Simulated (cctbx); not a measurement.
# ZnPt2: precision against data quality

Space group I4/mmm (no. 139), a = 2.8310 Å, b = 2.8310 Å, c = 10.0600 Å, α = 90.00°, β = 90.00°, γ = 90.00°.

| atom | mult. | x | y | z | Ueq (Å²) |
| --- | --- | --- | --- | --- | --- |
| Pt1 | 4 | 0 | 0 | 0.3350 | 0.0118 |
| Zn1 | 2 | 0 | 0 | 0 | 0.0168 |

This is a model crystal, built by substitution and not relaxed, with assumed displacement parameters.

Five simulated data sets (cctbx; Ag Kα, λ = 0.56087 Å; 6 % proportional error) differ in resolution or exposure (noise floor 15 counts in the first three, 8 in the last two). Each is refined with the right model, isotropic at 1.1 Å and anisotropic otherwise. How do the figures of merit and the uncertainties move?

```csv
d min (Å),top counts,"⟨I/σ⟩ (unmerged, absences included)",unique,param. (scale apart),Rint,R1,GooF,largest s.u. xyz (fractional),s.u. U of Zn1 (Å²),largest error (Å)
1.1,20000,6.6,16,3,0.043,0.0098,0.88,0.00008,0.0013,0.0008
0.84,20000,7.3,36,5,0.043,0.0128,1.09,0.00004,0.0009,0.0004
0.6,20000,6.1,80,5,0.045,0.0113,0.92,0.00002,0.0004,0.0001
0.75,300,1.7,44,5,0.168,0.0313,0.74,0.00034,0.0031,0.0056
0.75,3000,4.9,44,5,0.059,0.0126,0.75,0.00005,0.0007,0.0007
```

The number of reflections grows roughly as 1/d³: 16, 36 and 80 here. R1 follows the noise rather than the truth: at 300 counts it is 0.0313, at 3000 counts 0.0126, while GooF is 0.74 and 0.75: the weights 1/σ² carry the noise. The s.u. of U (U11 where anisotropic) for Zn1 goes 0.0013, 0.0009, 0.0004 Å² with resolution and 0.0031, 0.0007 Å² with exposure.

Hardware for the 0.6 Å refinement: 0.39 s on 1 thread of Arm Neoverse V2, with other jobs on the host, peak memory 0.09 GiB.

[Logs are printed without paths, hosts, clocks, repeated set-up lines and the standing remarks that a program may print on its own settings, such as how far it seeks lower states.]
